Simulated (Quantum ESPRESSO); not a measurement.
Consider Zr (Zirconium, P6_3/mmc).

```
Zr
1.0
     3.23200    0.00000    0.00000
    -1.61600    2.79899    0.00000
     0.00000    0.00000    5.14700
Zr
2
Direct
  0.66667 0.33333 0.75000
  0.33333 0.66667 0.25000
```

Absorber: atom 1, with 6 Zr at 3.18 Å and 6 Zr at 3.23 Å (anticuboctahedral, as in hcp, site symmetry -6m2). Method: Quantum ESPRESSO XSpectra, LDA, excited-electron core hole (neutral cell), 6-atom cell with 5.6 Å between holes, 5×5×5 k points, dipole transitions, Lorentzian half width 0.79 eV up to 4 eV, rising linearly to 1.75 eV at 25 eV (not a setting of the program: the run's 0.4 eV curve was folded afterwards with a further Lorentzian).

Q: Predict the near-edge structure at the Zr L₃ edge.

Main maxima up to 30 eV above the zero (height): 0.9 eV (2.11), 3.9 eV (2.18), 12.4 eV (0.77) and 21.0 eV (0.62). At an L edge the dipole rule selects empty d (and weakly s) states on the absorber, and the strong line at the onset measures the empty part of its d band. 

The Zr L₃ spectrum (energy from the energy zero of the input (xe0, at the border of filled and empty states); intensity scaled to a mean of 1 over the first 20 eV; folded afterwards to Lorentzian half width 0.79 eV up to 4 eV, rising linearly to 1.75 eV at 25 eV; the points at xe0, where the cut of filled states can leave a spike, are interpolated; polarised curves are means over the symmetry-equivalent atoms):

| E (eV) | isotropic | ε ⊥ c | ε ∥ c |
| --- | --- | --- | --- |
| -2.0 | 0.28 | 0.27 | 0.29 |
| -1.4 | 0.41 | 0.40 | 0.43 |
| -0.8 | 0.69 | 0.67 | 0.73 |
| -0.2 | 1.26 | 1.22 | 1.34 |
| 0.4 | 1.92 | 1.89 | 1.98 |
| 1.0 | 2.11 | 2.13 | 2.05 |
| 1.6 | 1.92 | 1.97 | 1.82 |
| 2.2 | 1.80 | 1.85 | 1.72 |
| 2.8 | 1.91 | 1.91 | 1.89 |
| 3.4 | 2.10 | 2.07 | 2.15 |
| 4.0 | 2.17 | 2.15 | 2.23 |
| 4.6 | 1.88 | 1.88 | 1.89 |
| 5.2 | 1.38 | 1.38 | 1.37 |
| 5.8 | 1.02 | 1.03 | 1.01 |
| 6.4 | 0.83 | 0.83 | 0.82 |
| 7.0 | 0.68 | 0.67 | 0.70 |
| 7.6 | 0.60 | 0.59 | 0.61 |
| 8.2 | 0.60 | 0.60 | 0.60 |
| 8.8 | 0.66 | 0.66 | 0.65 |
| 9.4 | 0.70 | 0.70 | 0.70 |
| 10.0 | 0.71 | 0.71 | 0.72 |
| 10.6 | 0.72 | 0.71 | 0.72 |
| 11.2 | 0.73 | 0.73 | 0.72 |
| 11.8 | 0.75 | 0.76 | 0.72 |
| 12.4 | 0.77 | 0.78 | 0.73 |
| 13.0 | 0.75 | 0.76 | 0.73 |
| 13.6 | 0.70 | 0.70 | 0.71 |
| 14.2 | 0.66 | 0.65 | 0.68 |
| 14.8 | 0.61 | 0.60 | 0.64 |
| 15.4 | 0.56 | 0.55 | 0.58 |
| 16.0 | 0.52 | 0.52 | 0.53 |
| 16.6 | 0.51 | 0.51 | 0.51 |
| 17.2 | 0.50 | 0.50 | 0.50 |
| 17.8 | 0.51 | 0.51 | 0.51 |
| 18.4 | 0.53 | 0.53 | 0.53 |
| 19.0 | 0.56 | 0.56 | 0.56 |
| 19.6 | 0.59 | 0.59 | 0.58 |
| 20.2 | 0.61 | 0.61 | 0.60 |
| 20.8 | 0.62 | 0.62 | 0.61 |
| 21.4 | 0.61 | 0.62 | 0.60 |
| 22.0 | 0.60 | 0.60 | 0.59 |
| 22.6 | 0.58 | 0.59 | 0.58 |
| 23.2 | 0.57 | 0.57 | 0.56 |
| 23.8 | 0.55 | 0.55 | 0.55 |
| 24.4 | 0.53 | 0.53 | 0.54 |
| 25.0 | 0.53 | 0.52 | 0.54 |
| 25.6 | 0.52 | 0.51 | 0.55 |
| 26.2 | 0.52 | 0.51 | 0.55 |
| 26.8 | 0.52 | 0.51 | 0.54 |
| 27.4 | 0.51 | 0.51 | 0.52 |
| 28.0 | 0.51 | 0.51 | 0.50 |
| 28.6 | 0.49 | 0.50 | 0.48 |
| 29.2 | 0.48 | 0.49 | 0.46 |
| 29.8 | 0.47 | 0.47 | 0.45 |
| 30.4 | 0.46 | 0.47 | 0.44 |
| 31.0 | 0.46 | 0.47 | 0.44 |
| 31.6 | 0.46 | 0.47 | 0.44 |

Only the L₃ part is meant: spin–orbit coupling of the core level isn't computed and the L₂ copy isn't added. The holes are only 5.6 Å apart, so the shape is probably not converged with cell size; no larger cell was run here. The structure is a published determination, not relaxed.

[Banner, clock and machine lines of the logs are left out without a mark of their own.]

[Logs are printed without paths, hosts, clocks, repeated set-up lines and the standing remarks that a program may print on its own settings, such as how far it seeks lower states.]

[Hosts, paths, dates, database ids (printed as entryN), source tags and the programs' standing remarks are cut or masked in the printed files.]

[Lists of maxima count a maximum above −3 eV only where it reaches 4 % of the highest in the window and stands out from its surroundings by 2 % of it (1.5 % where it reaches 55 %); shoulders and weaker maxima are passed over, and of the rest the first, up to two pre-edge ones and the few strongest are named.]
